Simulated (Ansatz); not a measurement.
# NaMgBr3 (model cell, started as cubic perovskite with Mg in the octahedra): following an unstable mode, part 3 of 3

Which phase does NaMgBr3 (model cell, started as cubic perovskite with Mg in the octahedra) fall into along its unstable mode, and how much energy does it gain?

Ansatz 0.2.0; DFT PBE, scalar-relativistic, plane waves, PAW.

So far. Step 5 (Energy along the mode, all amplitudes (two of the runs …): The lowest of the steps tried is the last one, at 0.6 Å, 13.7 meV/atom below the parent; the bottom of the well need not coincide with a step. Step 7 (The new phase in its own primitive cell): The largest force component left is 0.95 meV/Å and the pressure is 0.002 GPa, within the tolerances set. The cell now holds 30.80 Å³/atom. The relaxed cell has a = 7.574, c = 10.739 Å (conventional setting).

The structure was built from a prototype and need not be the compound's stable phase.

### Step 8. Modes of the new phase

A relaxed structure may still be a saddle point, so its zone-centre modes are computed. The response to a homogeneous field gives the Born charges and the dielectric tensor.

input.yaml reads:

```yaml
crystal:
  lattice:
    - [-3.7870365015, 3.7870365015, 5.369413227]
    - [3.7870365015, -3.7870365015, 5.369413227]
    - [3.7870365015, 3.7870365015, -5.369413227]
  atoms:
    - { symbol: Na, position: [0.6671589856, 0.6671589856, 0.0] }
    - { symbol: Na, position: [0.3328410144, 0.3328410144, 0.0] }
    - { symbol: Mg, position: [0.0, 0.5, 0.5] }
    - { symbol: Mg, position: [0.5, 0.0, 0.5] }
    - { symbol: Br, position: [0.2595421371, 0.2595421371, 0.5190842742] }
    - { symbol: Br, position: [0.7404578629, 0.7404578629, 0.4809157258] }
    - { symbol: Br, position: [0.25, 0.75, 0.5] }
    - { symbol: Br, position: [0.75, 0.25, 0.5] }
    - { symbol: Br, position: [0.2595421371, 0.7404578629, 0.0] }
    - { symbol: Br, position: [0.7404578629, 0.2595421371, 0.0] }
kpoints:
  mp_grid: { grid: [4, 4, 4] }
hamiltonian:
  xc: pbe
scf:
  occupations: { method: fixed }
output:
  eigenvalues: true
phonons:
  method: dfpt
  dielectric: true
  rigid_motions: translations
```

Command:

```bash
> ansatz run input.yaml --threads 4 --pin off --max-ram 14336MiB --backend cpu --events-out ev --progress --plain --runs-dir out
```

Numbers of over 12 decimals in the logs are rounded to 6 here.

What it wrote:

```text
[...]
Crystal: 10 atoms, lattice volume = 308.025 Å³
Basis set: ecut = 420 eV, 5985 PW (Γ), exchange–correlation on 108×108×108 points (8 copies of the dense FFT grid, shifted against one another)
Bands: 50, of which v1, the nominal top of the filled ones, is band 40 counted from 1 (39 counted from 0)
Symmetry: 16 space group operations
k-points: 36 of 64 (irreducible under 1 space group operation, time reversal used)
[...]
SCF iter   1: F=—  HF=-23533.451427 eV  |F-HF|=—  |Δ(HF+E_count)|=         —  Δρ=6.41e-4  dr2=2.76e-3  ethr=1.77e-3  ⟨swp⟩=6.9  Hψ=7084  notcnv=0  defer=262
[...]
SCF iter   9: F=-23533.451651 eV  HF=-23533.451651 eV  |F-HF|=3.64e-12  |Δ(HF+E_count)|=  3.27e-10  Δρ=3.83e-8  dr2=5.13e-12  ethr=1.00e-12  ⟨swp⟩=21.8  Hψ=14428  notcnv=0
SCF 1 converged in 9 iterations: F = -23533.451651 eV  dr2 = 5.13e-12
[...]
NSCF: frozen V_eff on 3 k-points
DFPT response loops at Γ: preconditioner auto → none (the input reference at scf.mixing.eps_inf says where Resta's filter doesn't serve); β = 0.50; Broyden in place of MSR1
── the response to a field inside a basis, on 4×4×4 k-points: an SCF that follows is theirs, and a resumed run solves both again ──
Bands: 41, of which v1, the nominal top of the filled ones, is band 40 counted from 1 (39 counted from 0)
k-points: 11 of 64
[...]
Eigensolver: Dense (11 Hₖ)
SCF iter   1: F=—  HF=-23533.248774 eV  |F-HF|=—  |Δ(HF+E_count)|=         —  Δρ=1.95e-4  dr2=9.20e-5  ethr=1.00e-1
[...]
SCF iter   4: F=-23533.248872 eV  HF=-23533.248872 eV  |F-HF|=1.06e-7  |Δ(HF+E_count)|=   4.92e-7  Δρ=4.39e-6  dr2=8.69e-8  ethr=7.10e-10
SCF 1 converged in 4 iterations: F = -23533.248872 eV  dr2 = 8.69e-8
[...]
SCF converged after 9 iterations
Free energy (F): -23533.451651 eV
[...]
Internal energy: -23533.451651 eV  (E = F + TS)
E sigma→0 (E₀):  -23533.451651 eV
Fermi energy:    1.650829 eV
[...]
--- Band table (eV; the first three rows and the last of 36) ---
  k-point 0: bands = [... 36 lower, 1.1653, 1.4180, 1.6508, 1.6508, 4.2470, 5.2747, 6.0319, 7.4167, ... 6 higher]
  k-point 1: bands = [... 36 lower, 1.0562, 1.1612, 1.2779, 1.6463, 5.1988, 5.8946, 6.4997, 7.8356, ... 6 higher]
  k-point 2: bands = [... 36 lower, 0.7463, 0.9585, 1.1643, 1.6414, 6.4463, 6.9996, 7.2836, 7.5726, ... 6 higher]
  k-point 35: bands = [... 36 lower, 0.6397, 0.8288, 0.8288, 1.4085, 6.4384, 7.0145, 7.1900, 7.3138, ... 6 higher]
--- Phonons (Γ-DFPT): 9 representative perturbations + reference, on 36 of 64 k-points (Σ response iterations 28) ---
  k mesh reduced under 1 symmetry operation, with k and −k counted as one. Each operation leaves every solved perturbation unchanged. A smaller set is not considered because the run solves the response to a homogeneous field
  ASR residual: 5.158e-5 → 0.000e0 eV/Å²; symmetrization residual: 4.955e-6 eV/Å²
  ASR residual per site (eV/Å²): 3.50e-5 3.50e-5 5.16e-5 5.16e-5 1.66e-5 1.66e-5 2.23e-5 2.23e-5 1.66e-5 1.66e-5
  Γ frequencies (cm⁻¹): -52.51 -52.51 -31.12 -18.77 -18.77 0.00 0.00 0.00 44.70 45.77 45.77 67.54 67.54 71.73 78.77 82.04 82.04 87.47 87.47 91.70 95.02 95.34 111.04 175.94 178.49 189.27 189.27 237.76 250.36 250.36
  ε∞ (high-frequency dielectric tensor):
        3.062120     0.000000     0.000000
        0.000000     3.062120    -0.000000
        0.000000    -0.000000     3.039865
  softest optical mode at Γ: -52.51 cm⁻¹; the repairs (sum rule, projections) moved no ω² at Γ by more than (1.53 cm⁻¹)²
  Born effective charges Z* (e; rows j = field, columns β = displacement):
    site 0:
         1.27356    0.00000    0.00000
        -0.00000    1.27356    0.00000
        -0.00000   -0.00000    1.12948
    site 1:
         1.27356    0.00000    0.00000
        -0.00000    1.27356    0.00000
        -0.00000   -0.00000    1.12948
    site 2:
         2.18399   -0.00000    0.00000
        -0.00000    2.70133   -0.00000
        -0.00000   -0.00000    2.49113
    site 3:
         2.70133    0.00000    0.00000
        -0.00000    2.18399    0.00000
        -0.00000   -0.00000    2.49113
    site 4:
        -1.45795    0.60420    0.00000
         0.60420   -1.45795    0.00000
         0.00000    0.00000   -0.72039
    site 5:
        -1.45795    0.60420   -0.00000
         0.60420   -1.45795    0.00000
        -0.00000   -0.00000   -0.72039
    site 6:
        -0.80032    0.00000    0.00000
        -0.00000   -0.80032   -0.00000
         0.00000    0.00000   -2.17982
    site 7:
        -0.80032    0.00000    0.00000
        -0.00000   -0.80032   -0.00000
        -0.00000    0.00000   -2.17982
    site 8:
        -1.45795   -0.60420    0.00000
        -0.60420   -1.45795   -0.00000
         0.00000   -0.00000   -0.72039
    site 9:
        -1.45795   -0.60420   -0.00000
        -0.60420   -1.45795    0.00000
         0.00000   -0.00000   -0.72039
  Z* charge neutrality: 1.651e-2 e pre-enforcement
  solved inside a basis spanned on kpoints, on 4×4×4 k-points, its susceptibility summed on 6×6×6: ε∞ is read to err by 1.8e-2, Z* by 2.5e-2 e (field_mesh: kpoints solves on kpoints); Z* is corrected for what the basis lacks
  optical modes at Γ without the LO–TO term, one row a degenerate level:
      ω (cm⁻¹)  modes    IR ((D/Å)²/amu)
        -52.51      2             0.0000
        -31.12      1             0.0000
        -18.77      2             4.4358
         44.70      1             0.0000
         45.77      2             0.0000
         67.54      2             3.6083
         71.73      1             1.1809
[...]
optical modes at Γ + LO–TO along q̂ = [1.0000, 0.0000, 0.0000]:
      ω (cm⁻¹)  modes    IR ((D/Å)²/amu)
[...]
optical modes at Γ + LO–TO along q̂ = [0.0000, 1.0000, 0.0000]:
      ω (cm⁻¹)  modes    IR ((D/Å)²/amu)
[...]
optical modes at Γ + LO–TO along q̂ = [0.0000, 0.0000, 1.0000]:
      ω (cm⁻¹)  modes    IR ((D/Å)²/amu)
[...]
82.04      2             0.0000
         87.47      2             4.6412
         91.70      1             0.0000
         95.02      1             0.0000
         95.34      1             0.0000
        109.24      1             0.9205
        111.04      1             0.0000
        178.49      1             0.0000
        189.27      2            22.8959
        237.76      1             0.0000
        250.36      2             0.3307
        255.59      1            16.7599
```

It took 3.5 min on 4 threads of Arm Neoverse V2, shared host; peak memory 2.5 GiB; 14 min of CPU time.

This step gave:

| Quantity | Value |
| --- | --- |
| sum-rule residual before enforcement | 5.16e-5 eV/Å² |
| miss of the charge sum rule | 0.01651 e |
| estimated error of the dielectric tensor | 0.01776 |
| estimated error of the Born charges | 0.02547 e |
| point group | 4/mmm |
| highest optical mode at the zone centre (no LO-TO term) | 250.4 cm⁻¹ |
| lowest optical zone-centre mode | -52.51 cm⁻¹ |
| mean high-frequency dielectric constant | 3.055 |
| largest Born charge (third of the trace) | 2.459 e |
| top of the zone-centre spectrum with the field | 266.2 cm⁻¹ |

Without the LO-TO term. Patterns of degenerate modes are one choice out of their space. The modes at Γ (shares of kinetic energy by element, %) (negative means imaginary):

| mode | frequency (cm⁻¹) | symmetry | Na % | Mg % | Br % |
| --- | --- | --- | --- | --- | --- |
| 1 | -52.5 | Eg | 17 | 0 | 83 |
| 2 | -52.5 | Eg | 17 | 0 | 83 |
| 3 | -31.1 | B2g | 0 | 0 | 100 |
| 4 | -18.8 | Eu | 43 | 1 | 56 |
| 5 | -18.8 | Eu | 43 | 1 | 56 |
| 6 | 0.0 | acoustic | 8 | 8 | 84 |
| 7 | 0.0 | acoustic | 8 | 8 | 84 |
| 8 | 0.0 | acoustic | 8 | 8 | 84 |
| 9 | 44.7 | B1u | 0 | 0 | 100 |
| 10 | 45.8 | Eg | 80 | 0 | 20 |
| 11 | 45.8 | Eg | 80 | 0 | 20 |
| 12 | 67.5 | Eu | 46 | 2 | 51 |
| 13 | 67.5 | Eu | 46 | 2 | 51 |
| 14 | 71.7 | A2u | 82 | 7 | 11 |
| 15 | 78.8 | A2u | 10 | 32 | 58 |
| 16 | 82.0 | Eg | 3 | 0 | 97 |
| 17 | 82.0 | Eg | 3 | 0 | 97 |
| 18 | 87.5 | Eu | 0 | 33 | 66 |
| 19 | 87.5 | Eu | 0 | 33 | 66 |
| 20 | 91.7 | B1g | 0 | 0 | 100 |
| 21 | 95.0 | A1g | 5 | 0 | 95 |
| 22 | 95.3 | A2g | 0 | 0 | 100 |
| 23 | 111.0 | A1g | 95 | 0 | 5 |
| 24 | 175.9 | A2u | 0 | 52 | 48 |
| 25 | 178.5 | B1g | 0 | 0 | 100 |
| 26 | 189.3 | Eu | 0 | 57 | 43 |
| 27 | 189.3 | Eu | 0 | 57 | 43 |
| 28 | 237.8 | B2u | 0 | 100 | 0 |
| 29 | 250.4 | Eu | 2 | 98 | 0 |
| 30 | 250.4 | Eu | 2 | 98 | 0 |

Displacements in mode 1 (-52.5 cm⁻¹), the largest set to 1:
```
Na1  1.00  0.03  0.00
Na2 -1.00 -0.03  0.00
Mg3  0.00  0.00  0.00
Mg4  0.00  0.00  0.00
Br5  0.00  0.00  0.54
Br6  0.00  0.00 -0.54
Br7  0.91 -0.02  0.00
Br8 -0.91  0.02  0.00
Br9  0.00  0.00 -0.51
Br10 0.00  0.00  0.51
```

Displacements in mode 13 (67.5 cm⁻¹), the largest set to 1:
```
Na1  1.00  0.01  0.00
Na2  1.00  0.01  0.00
Mg3 -0.30  0.00  0.00
Mg4  0.06  0.00  0.00
Br5 -0.28 -0.17  0.00
Br6 -0.28 -0.17  0.00
Br7  0.32  0.00  0.00
Br8  0.32  0.00  0.00
Br9 -0.28  0.17  0.00
Br10-0.28  0.17  0.00
```

Optical modes at the zone centre, without and with the macroscopic field of the longitudinal modes; each column is sorted by frequency, so a row need not hold one and the same mode. Modes with and without the field, by row:

| rank among optical modes | no field (cm⁻¹) | q along (1, 0, 0) (cm⁻¹) | q along (0, 0, 1) (cm⁻¹) |
| --- | --- | --- | --- |
| 1 | -52.5 | -52.5 | -52.5 |
| 2 | -52.5 | -52.5 | -52.5 |
| 3 | -31.1 | -31.1 | -31.1 |
| 4 | -18.8 | -18.8 | -18.8 |
| 5 | -18.8 | 31.8 | -18.8 |
| 6 | 44.7 | 44.7 | 44.7 |
| 7 | 45.8 | 45.8 | 45.8 |
| 8 | 45.8 | 45.8 | 45.8 |
| 9 | 67.5 | 67.5 | 67.5 |
| 10 | 67.5 | 71.7 | 67.5 |
| 11 | 71.7 | 75.3 | 73 |
| 12 | 78.8 | 78.8 | 82 |
| 13 | 82 | 82 | 82 |
| 14 | 82 | 82 | 87.5 |
| 15 | 87.5 | 87.5 | 87.5 |
| 16 | 87.5 | 91.7 | 91.7 |
| 17 | 91.7 | 95 | 95 |
| 18 | 95 | 95.3 | 95.3 |
| 19 | 95.3 | 110.3 | 109.2 |
| 20 | 111 | 111 | 111 |
| 21 | 175.9 | 175.9 | 178.5 |
| 22 | 178.5 | 178.5 | 189.3 |
| 23 | 189.3 | 189.3 | 189.3 |
| 24 | 189.3 | 237.8 | 237.8 |
| 25 | 237.8 | 247.6 | 250.4 |
| 26 | 250.4 | 250.4 | 250.4 |
| 27 | 250.4 | 266.2 | 255.6 |

Born charge (rows field, columns displacement) (e), principal values of the symmetric part by kind of site:

| atom | atoms with these values | low | middle | high | mean |
| --- | --- | --- | --- | --- | --- |
| Na1 | 2 | 1.13 | 1.27 | 1.27 | 1.23 |
| Mg3 | 2 | 2.18 | 2.49 | 2.70 | 2.46 |
| Br5 | 4 | -2.06 | -0.85 | -0.72 | -1.21 |
| Br7 | 2 | -2.18 | -0.80 | -0.80 | -1.26 |

In full for Na1:

```
1.27 0.00 0.00
0.00 1.27 0.00
0.00 0.00 1.13
```

High-frequency dielectric tensor:

```
3.06 0.00 0.00
0.00 3.06 0.00
0.00 0.00 3.04
```

Transverse modes; imaginary modes are left out. Lines of the infrared spectrum (strongest = 100):

| position (cm⁻¹) | lines merged | relative intensity |
| --- | --- | --- |
| 45 | 1 | 0.0 |
| 46 | 1 | 0.0 |
| 68 | 1 | 16 |
| 72 | 1 | 5.2 |
| 79 | 1 | 22 |
| 82 | 1 | 0.0 |
| 88 | 1 | 20 |
| 92 | 1 | 0.0 |
| 95 | 2 | 0.0 |
| 111 | 1 | 0.0 |
| 176 | 1 | 50 |
| 178 | 1 | 0.0 |
| 189 | 1 | 100 |
| 238 | 1 | 0.0 |
| 250 | 1 | 1.4 |

Before it was imposed, the acoustic sum rule was missed by 5.2e-5 eV/Å² and the charge sum rule by 0.017 e. Small misses are needed for a sound result but don't prove that mesh and cutoff are converged. The lowest optical mode is imaginary, 52.5i cm⁻¹, so the energy falls along it.

### Step 9. Outcome

| Property | Result |
| --- | --- |
| unstable mode of the parent | q = (-0.5, -0.5, -0.5), 74i cm⁻¹ |
| depth at the lowest point sampled | 13.7 meV/atom |
| largest atomic shift at that point | 0.6 Å |
| space group reached (within 0.01 Å) | I4/mmm |
| energy gained over the parent (first relaxation, on the mesh of the frozen mode) | 19.9 meV/atom |
| volume per atom, phase reached | 30.8 Å³ |
| gap on the k-mesh, phase reached | 2.60 eV |
| lowest optical zone-centre mode, phase reached | -52.5 cm⁻¹ |
| highest optical mode at the zone centre (no LO-TO term), phase reached | 250 cm⁻¹ |

Along this mode the structure falls into I4/mmm, 19.9 meV/atom below the parent. At the parent's cell the well is 13.69 meV/atom deep on the steps tried, with its lowest point at a shift of 0.6 Å. That is the last step tried, so the steps alone don't bracket the bottom of the well. Relaxing atoms and cell changes the gain by +6.16 meV/atom against the lowest step (energies at zero smearing). The new phase still has an imaginary mode at the zone centre of its cell, so it is a saddle point on the way to a lower structure. Of the 9 patterns followed to their end from this parent, this one ends 76.7 meV/atom above the lowest, Imma. Another end point lies within 1 meV/atom; how such a difference moves with mesh and cutoff was not tested. Each path keeps the symmetry of its pattern, so a lower phase may lie along a pattern not tried. The starting cell was built on a prototype and not taken from a measurement, so the phase need not exist.

[Logs are printed without paths, hosts, clocks, repeated set-up lines and the standing remarks that a program may print on its own settings, such as how far it seeks lower states.]

[Hosts, paths, dates, database ids (printed as entryN), source tags and the programs' standing remarks are cut or masked in the printed files.]
